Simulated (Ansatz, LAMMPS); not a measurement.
# Amorphous 62TiO2-38Al2O3 (mol %) (90 atoms): geometry optimisation, part 2 of 4

Wanted: the relaxed structure of amorphous 62TiO2-38Al2O3 (mol %) (90 atoms) and its electronic structure.

Ansatz 0.2.0; Kohn-Sham DFT, PBE, PAW (set soft_2), plane waves.

The cell: 15 Ti, 18 Al and 57 O. The quench rate of 50 K/ps is orders of magnitude faster than experiment. The network of bonds at the start is that of the classical potential that made the cell. Only the Γ point is sampled in the main run, in a cell whose shortest periodic width is 10 Å.

So far. Step 3 (Single point at the start): Neighbours are counted within 2.27 Å (O-Al), 2.64 Å (O-Ti).

## 4. Cell and atoms relaxed

Cell and atoms are freed together, to release stress as well as forces.

Input file input.yaml:

```yaml
crystal:
  lattice:
    - [10.196, 0.0, 0.0]
    - [0.0, 10.196, 0.0]
    - [0.0, 0.0, 10.196]
  atoms:
    [... the 90 atom lines of step 3 ...]
kpoints:
  mp_grid: { grid: [1, 1, 1] }
hamiltonian:
  xc: pbe
scf:
  occupations: { method: fermi_dirac, width: 0.025 }
output:
  forces: true
relax:
  f_tol: 0.04
  max_steps: 250
  cell: {}
```

Launch:

```
ansatz run input.yaml --threads 4 --pin off --max-ram 8192MiB --backend cpu --events-out ev --progress --plain --runs-dir out
```

Numbers of over 12 decimals in the logs are rounded to 6 here.

Log:

```text
[...]
Crystal: 90 atoms, lattice volume = 1059.960 Å³
Basis set: ecut = 420 eV, 20719 PW (Γ), exchange–correlation on 144×144×144 points (8 copies of the dense FFT grid, shifted against one another)
Bands: 378, of which v1, the nominal top of the filled ones, is band 288 counted from 1 (287 counted from 0)
Symmetry: 1 space group operations
[...]
k-points: 1
[...]
SCF iter   1: F=—  HF=-79630.645320 eV  |F-HF|=—  |Δ(HF+E_count)|=         —  Δρ=4.17e-3  dr2=2.22e-1  ethr=1.77e-3  ⟨swp⟩=6.0  Hψ=1450  notcnv=0  defer=60
[...]
SCF iter  12: F=-79630.616820 eV  HF=-79630.616820 eV  |F-HF|=2.48e-8  |Δ(HF+E_count)|=   5.10e-8  Δρ=1.73e-6  dr2=4.00e-8  ethr=1.74e-11  ⟨swp⟩=3.0  Hψ=950  notcnv=0
SCF 1 converged in 12 iterations: F = -79630.616820 eV  dr2 = 4.00e-8
[...]
relax step   1: F+E_penalty+E_count = -79630.61682024 eV  Δ(F+E_penalty+E_count) = +0.000e0 eV  max|allowed force component| = 1.918e0 eV/Å  Δτ_max = 0.0000 Å  P = +4.399 GPa  Ω = 1059.960 Å³  (12 SCF iters, dr2 threshold 1.00e-7 eV, accepted)
[... from here on, the SCF cycles and remarks between the steps are left out ...]
relax step   2: F+E_penalty+E_count = -79632.21010535 eV  Δ(F+E_penalty+E_count) = -1.593e0 eV  max|allowed force component| = 1.174e0 eV/Å  Δτ_max = 0.1000 Å  P = +1.707 GPa  Ω = 1068.072 Å³  energy of the carried Pulay correction = -3.210e-2 eV  (9 SCF iters, dr2 threshold 9.00e-6 eV, accepted)
relax step   3: F+E_penalty+E_count = -79632.97077851 eV  Δ(F+E_penalty+E_count) = -7.607e-1 eV  max|allowed force component| = 6.725e-1 eV/Å  Δτ_max = 0.0816 Å  P = -0.423 GPa  Ω = 1075.831 Å³  energy of the carried Pulay correction = -6.258e-2 eV  (9 SCF iters, dr2 threshold 9.00e-6 eV, accepted)
relax step   4: F+E_penalty+E_count = -79633.43067423 eV  Δ(F+E_penalty+E_count) = -4.599e-1 eV  max|allowed force component| = 3.315e-1 eV/Å  Δτ_max = 0.2000 Å  P = +0.149 GPa  Ω = 1070.783 Å³  energy of the carried Pulay correction = -4.278e-2 eV  (9 SCF iters, dr2 threshold 9.00e-6 eV, accepted)
relax step   5: F+E_penalty+E_count = -79633.51078408 eV  Δ(F+E_penalty+E_count) = -8.011e-2 eV  max|allowed force component| = 2.997e-1 eV/Å  Δτ_max = 0.2000 Å  P = -0.085 GPa  Ω = 1074.748 Å³  energy of the carried Pulay correction = -5.834e-2 eV  (9 SCF iters, dr2 threshold 6.87e-6 eV, accepted)
relax step   6: F+E_penalty+E_count = -79633.53792555 eV  Δ(F+E_penalty+E_count) = -2.714e-2 eV  max|allowed force component| = 1.990e-1 eV/Å  Δτ_max = 0.1921 Å  P = -0.006 GPa  Ω = 1073.309 Å³  energy of the carried Pulay correction = -5.270e-2 eV  (9 SCF iters, dr2 threshold 5.61e-6 eV, accepted)
relax step   7: F+E_penalty+E_count = -79633.55945296 eV  Δ(F+E_penalty+E_count) = -2.153e-2 eV  max|allowed force component| = 6.202e-2 eV/Å  Δτ_max = 0.0855 Å  P = +0.000 GPa  Ω = 1074.431 Å³  energy of the carried Pulay correction = -5.710e-2 eV  (9 SCF iters, dr2 threshold 2.47e-6 eV, accepted)
relax step   8: F+E_penalty+E_count = -79633.56337083 eV  Δ(F+E_penalty+E_count) = -3.918e-3 eV  max|allowed force component| = 3.557e-2 eV/Å  Δτ_max = 0.0284 Å  P = +0.007 GPa  Ω = 1074.424 Å³  energy of the carried Pulay correction = -5.707e-2 eV  (9 SCF iters, dr2 threshold 2.40e-7 eV, accepted)
relax step   9: F+E_penalty+E_count = -79633.62725782 eV  Δ(F+E_penalty+E_count) = -6.389e-2 eV  max|allowed force component| = 3.582e-2 eV/Å  Δτ_max = 0.0000 Å  P = +0.126 GPa  Ω = 1074.424 Å³  stress off target by 2.48e-1 GPa  SCF on the basis re-selected at this cell (its energy is not comparable with the rows above)  (8 SCF iters)
relax step  10: F+E_penalty+E_count = -79633.62395272 eV  Δ(F+E_penalty+E_count) = +3.305e-3 eV  max|allowed force component| = 2.401e-2 eV/Å  Δτ_max = 0.0109 Å  P = -0.003 GPa  Ω = 1075.863 Å³  energy of the carried Pulay correction = -5.571e-3 eV  (8 SCF iters, dr2 threshold 1.54e-7 eV, accepted)
relax step  11: F+E_penalty+E_count = -79633.62902406 eV  Δ(F+E_penalty+E_count) = -5.071e-3 eV  max|allowed force component| = 2.409e-2 eV/Å  Δτ_max = 0.0000 Å  P = +0.001 GPa  Ω = 1075.863 Å³  stress off target by 4.40e-3 GPa  SCF on the basis re-selected at this cell (its energy is not comparable with the rows above)  (8 SCF iters)
[...]
SCF converged after 8 iterations
Free energy (F): -79633.629024 eV
[...]
Internal energy: -79633.629024 eV  (E = F + TS)
E sigma→0 (E₀):  -79633.629024 eV
Fermi energy:    6.943117 eV
[...]
--- Forces (eV/Å), atoms counted from 1 ---
  atom   1  Ti    -0.00614651    -0.00499634    -0.00166656
  atom   2  Ti    -0.00892680     0.00440791     0.00067362
  atom   3  Ti    -0.00376421    -0.00808238    -0.00717006
  atom   4  Ti    -0.00412775     0.00107816     0.00144779
  atom   5  Ti    -0.00165524     0.00697181    -0.00006938
  atom   6  Ti    -0.00469145     0.00611021     0.00721341
  atom   7  Ti     0.01418649     0.01057620    -0.00090303
  atom   8  Ti     0.00298171     0.00471704     0.00128197
  atom   9  Ti     0.00846448    -0.00441016     0.00640312
  atom  10  Ti     0.00951996     0.00031941    -0.00408546
  atom  11  Ti     0.00616058    -0.00189424    -0.00733666
  atom  12  Ti     0.00861448    -0.00303609    -0.00085897
  atom  13  Ti    -0.00410959    -0.00276077    -0.00125542
  atom  14  Ti    -0.02092848    -0.00054715    -0.02409372
[...]
atom  89  O      0.00832412    -0.00301366     0.00061098
  atom  90  O     -0.00037196    -0.00508811     0.00227718
  max |Σ_I F_I| component: 4.65e-5 eV/Å
--- Stress (GPa, compression-positive) ---
       -0.002700      -0.000182      -0.002958
       -0.000180       0.003427      -0.000707
       -0.002963      -0.000712       0.002749
  P = ⅓ Tr σ = 0.0012 GPa (0.012 kbar)
--- Relaxed structure (9 steps of the walk, 9 accepted, 2 SCFs on fresh bases) ---
  F+E_penalty+E_count = -79633.62902406 eV   max|allowed force component| = 2.409e-2 eV/Å   (the final SCF, on the basis selected at the relaxed cell)
  cell:  # Å, volume = 1075.8626 Å³
    - [10.310953, 0.052180, 0.062655]
    - [0.052180, 10.153263, 0.039066]
    - [0.062655, 0.039066, 10.277465]
  atoms:
    - { symbol: Ti, position: [0.516183, 0.885717, 0.236469] }
    - { symbol: Ti, position: [0.681390, 0.404356, 0.565799] }
    - { symbol: Ti, position: [0.187239, 0.586807, 0.107231] }
    - { symbol: Ti, position: [0.010599, 0.295717, 0.234669] }
[...]
- { symbol: O, position: [0.808017, 0.059733, 0.607389] }
```

Wall time 1.8 min (4 threads of AMD EPYC 7B13 (Zen 3), shared host); peak memory 1.5 GiB; 6.5 min of CPU time.

The steps of the relaxation:

| step | energy less that of the first step (eV) | largest force component (eV/Å) | pressure (GPa) | volume (Å³) |
| --- | --- | --- | --- | --- |
| 1 | 0.0000 | 1.9179 | 4.40 | 1059.96 |
| 2 | -1.5933 | 1.1739 | 1.71 | 1068.07 |
| 3 | -2.3540 | 0.6725 | -0.42 | 1075.83 |
| 4 | -2.8139 | 0.3315 | 0.15 | 1070.78 |
| 5 | -2.8940 | 0.2997 | -0.09 | 1074.75 |
| 6 | -2.9211 | 0.1990 | -0.01 | 1073.31 |
| 7 | -2.9426 | 0.0620 | 0.00 | 1074.43 |
| 8 | -2.9466 | 0.0356 | 0.01 | 1074.42 |
| 9* | -3.0104 | 0.0358 | 0.13 | 1074.42 |
| 10 | -3.0071 | 0.0240 | 0.00 | 1075.86 |
| 11* | -3.0122 | 0.0241 | 0.00 | 1075.86 |

Relaxation steps marked * repeat the geometry before them on a plane-wave basis chosen anew for their cell, so energy and pressure can jump there.

| cell as run | before | after | change |
| --- | --- | --- | --- |
| a (Å) | 10.196 | 10.311 | +1.1 % |
| b (Å) | 10.196 | 10.153 | -0.4 % |
| c (Å) | 10.196 | 10.278 | +0.8 % |
| α (°) | 90.00 | 89.56 | -0.5 % |
| β (°) | 90.00 | 89.30 | -0.8 % |
| γ (°) | 90.00 | 89.41 | -0.7 % |
| volume (Å³/atom) | 11.78 | 11.95 | +1.5 % |

The atoms that moved most (Å, as changes of fractional coordinates times the final cell):

| atom | dx | dy | dz | length |
| --- | --- | --- | --- | --- |
| O34 | -0.115 | -0.293 | 0.315 | 0.445 |
| Al26 | -0.310 | -0.116 | 0.047 | 0.334 |
| O51 | 0.010 | -0.249 | -0.214 | 0.328 |
| O83 | -0.164 | -0.025 | 0.229 | 0.283 |
| O76 | 0.180 | -0.161 | -0.034 | 0.243 |
| Al20 | -0.015 | -0.218 | -0.103 | 0.242 |
| O77 | 0.022 | -0.203 | 0.091 | 0.224 |
| Ti15 | -0.013 | 0.051 | -0.217 | 0.223 |

The relaxation changed the energy by -33.5 meV/atom, and atoms moved by 0.14 Å r.m.s., 0.45 Å at most.

## 5. Structure statistics after relaxation

Bonds before and after, by the cutoffs listed below:

| pair | bonds before | bonds after | mean before (Å) | mean after (Å) | spread before (Å) | spread after (Å) |
| --- | --- | --- | --- | --- | --- | --- |
| O-Al | 82 | 83 | 1.846 | 1.848 | 0.136 | 0.085 |
| O-Ti | 72 | 75 | 1.904 | 1.948 | 0.135 | 0.178 |

Density 3.27 g/cm³, 11.95 Å³ an atom.

Pair distribution functions g(r), in bins of 0.2 Å:

| r (Å) | total | O-O | O-Al | O-Ti | Al-Al | Al-Ti | Ti-Ti |
| --- | --- | --- | --- | --- | --- | --- | --- |
| 1.70 | 1.33 | 0.00 | 3.24 | 2.41 | 0.00 | 0.00 | 0.00 |
| 1.90 | 2.86 | 0.00 | 6.66 | 5.55 | 0.00 | 0.00 | 0.00 |
| 2.10 | 0.40 | 0.00 | 0.20 | 1.65 | 0.00 | 0.00 | 0.00 |
| 2.30 | 0.06 | 0.05 | 0.08 | 0.10 | 0.00 | 0.00 | 0.00 |
| 2.50 | 0.42 | 0.80 | 0.06 | 0.41 | 0.00 | 0.00 | 0.00 |
| 2.70 | 1.15 | 2.70 | 0.16 | 0.00 | 0.73 | 0.00 | 0.00 |
| 2.90 | 1.43 | 2.88 | 0.29 | 0.12 | 2.51 | 1.14 | 0.00 |
| 3.10 | 1.12 | 1.63 | 0.51 | 0.15 | 4.61 | 1.31 | 1.18 |
| 3.30 | 1.11 | 0.95 | 0.72 | 0.68 | 2.68 | 3.60 | 2.05 |
| 3.50 | 0.95 | 0.69 | 1.12 | 0.74 | 1.10 | 1.42 | 3.37 |
| 3.70 | 0.90 | 0.58 | 1.19 | 1.38 | 0.19 | 0.48 | 1.12 |
| 3.90 | 1.06 | 0.71 | 1.48 | 1.46 | 0.69 | 0.51 | 1.00 |
| 4.10 | 0.92 | 0.53 | 1.36 | 1.35 | 0.00 | 0.83 | 0.68 |
| 4.30 | 1.15 | 0.63 | 1.54 | 1.81 | 0.44 | 1.08 | 1.26 |
| 4.50 | 1.00 | 0.65 | 1.42 | 1.44 | 0.52 | 0.55 | 0.76 |
| 4.70 | 1.03 | 0.89 | 1.25 | 0.95 | 1.07 | 1.28 | 1.02 |
| 4.90 | 0.95 | 1.19 | 0.79 | 0.78 | 0.66 | 0.79 | 1.11 |

Bonds by pair of elements; cutoffs follow the first minimum of g(r), held within bounds set by covalent radii, and pairs that aren't listed don't count as bonded:

| pair A-B | cutoff (Å) | bonds | mean length (Å) | spread (Å) | shortest (Å) | B about A | A about B |
| --- | --- | --- | --- | --- | --- | --- | --- |
| O-Al | 2.43 | 83 | 1.85 | 0.085 | 1.72 | 1.46 | 4.61 |
| O-Ti | 2.64 | 75 | 1.95 | 0.178 | 1.72 | 1.32 | 5 |

How many atoms have how many bonded neighbours:

| element | mean | 2 | 3 | 4 | 5 | 6 |
| --- | --- | --- | --- | --- | --- | --- |
| Al | 4.61 | 0 | 0 | 9 | 7 | 2 |
| O | 2.77 | 14 | 42 | 1 | 0 | 0 |
| Ti | 5 | 0 | 0 | 4 | 7 | 4 |

Bond angles, per cent of each kind in bins of 5°:

| angle (°) | O-Al-O | O-Ti-O | Al-O-Ti | Al-O-Al | Ti-O-Ti |
| --- | --- | --- | --- | --- | --- |
| 65–70 | 0.0 | 1.3 | 0.0 | 0.0 | 0.0 |
| 70–75 | 0.6 | 5.8 | 0.0 | 0.0 | 0.0 |
| 75–80 | 4.5 | 5.2 | 0.0 | 2.1 | 0.0 |
| 80–85 | 5.2 | 9.1 | 1.5 | 0.0 | 0.0 |
| 85–90 | 13.6 | 5.2 | 0.0 | 4.2 | 0.0 |
| 90–95 | 10.4 | 13.0 | 7.7 | 8.3 | 9.1 |
| 95–100 | 13.0 | 6.5 | 9.2 | 6.2 | 0.0 |
| 100–105 | 7.8 | 12.3 | 12.3 | 2.1 | 12.1 |
| 105–110 | 8.4 | 13.6 | 4.6 | 14.6 | 0.0 |
| 110–115 | 9.1 | 5.8 | 3.1 | 8.3 | 6.1 |
| 115–120 | 7.8 | 3.2 | 10.8 | 16.7 | 3.0 |
| 120–125 | 5.2 | 1.3 | 9.2 | 8.3 | 12.1 |
| 125–130 | 2.6 | 1.3 | 13.8 | 10.4 | 9.1 |
| 130–135 | 1.3 | 1.3 | 6.2 | 12.5 | 15.2 |
| 135–140 | 0.6 | 1.3 | 6.2 | 4.2 | 15.2 |
| 140–145 | 0.0 | 1.3 | 4.6 | 2.1 | 0.0 |
| 145–150 | 1.3 | 1.9 | 3.1 | 0.0 | 9.1 |
| 150–155 | 0.6 | 1.9 | 0.0 | 0.0 | 3.0 |
| 155–160 | 1.3 | 3.2 | 3.1 | 0.0 | 0.0 |
| 160–165 | 1.9 | 1.3 | 1.5 | 0.0 | 0.0 |
| 165–170 | 1.3 | 2.6 | 1.5 | 0.0 | 6.1 |
| 170–175 | 1.3 | 0.0 | 0.0 | 0.0 | 0.0 |
| 175–180 | 1.9 | 1.3 | 1.5 | 0.0 | 0.0 |

Bond angles (no mean is given where the spread exceeds 20°):

| angle | count | mean (°) | spread (°) |
| --- | --- | --- | --- |
| O-Al-O | 154 | - | - |
| O-Ti-O | 154 | - | - |
| Al-O-Ti | 65 | - | - |
| Al-O-Al | 48 | 114 | 14.7 |
| Ti-O-Ti | 33 | 127 | 19.2 |

Oxygen atoms by the number of network formers (Si, P, Ge, B, Al, As, Ga) bound to them:

| network formers bound to O | O atoms | per cent |
| --- | --- | --- |
| 0 | 10 | 17.5 |
| 1 | 23 | 40.4 |
| 2 | 12 | 21.1 |
| 3 | 12 | 21.1 |

Network units: each former by its oxygen neighbours and how many of them bridge to another former:

| former | O neighbours | bridging O | atoms |
| --- | --- | --- | --- |
| Al | 4 | 2 | 2 |
| Al | 4 | 3 | 6 |
| Al | 4 | 4 | 1 |
| Al | 5 | 2 | 1 |
| Al | 5 | 3 | 1 |
| Al | 5 | 4 | 3 |
| Al | 5 | 5 | 2 |
| Al | 6 | 3 | 1 |
| Al | 6 | 4 | 1 |

Bond length by coordination (bonds to H left out):

| element | coordination | atoms | mean bond length (Å) |
| --- | --- | --- | --- |
| Al | 4 | 9 | 1.79 |
| Al | 5 | 7 | 1.88 |
| Al | 6 | 2 | 1.94 |
| O | 2 | 14 | 1.80 |
| O | 3 | 42 | 1.91 |
| O | 4 | 1 | 2.03 |
| Ti | 4 | 4 | 1.83 |
| Ti | 5 | 7 | 1.93 |
| Ti | 6 | 4 | 2.05 |

Rings of the network by King's shortest-path rule, up to 12 atoms, one path for each pair of neighbours; H, halogens, alkali and alkaline-earth atoms are left out, and the last column divides by all other atoms, bonded or not:

| ring size (atoms) | rings | per network atom |
| --- | --- | --- |
| 4 | 22 | 0.244 |
| 6 | 38 | 0.422 |
| 8 | 88 | 0.978 |
| 10 | 35 | 0.389 |
| 12 | 3 | 0.033 |

For some of the pairs, g(r) has its first main peak near 2.8 Å (O-O), 1.8 Å (O-Al), 1.9 Å (O-Ti), 3.1 Å (Al-Al), 3.3 Å (Al-Ti) and 3.5 Å (Ti-Ti). With the cutoffs above, 50 % of Al atoms have 4, 74 % of O atoms have 3 and 47 % of Ti atoms have 5 bonded neighbours. Counting bonds to Al alone, not to Ti, 21 % of the oxygens join two of these atoms and 40 % one; 21 % join three; 18 % join none. The commonest Al unit has 4 oxygens, 3 of them shared with other formers (6 of 18 atoms). Rings of 8 atoms are the most common (47 % of those counted); sizes run from 4 to 12, where the search stops.

[end of part 2 of 4]

[Logs are printed without paths, hosts, clocks, repeated set-up lines and the standing remarks that a program may print on its own settings, such as how far it seeks lower states.]

[Hosts, paths, dates, database ids (printed as entryN), source tags and the programs' standing remarks are cut or masked in the printed files.]
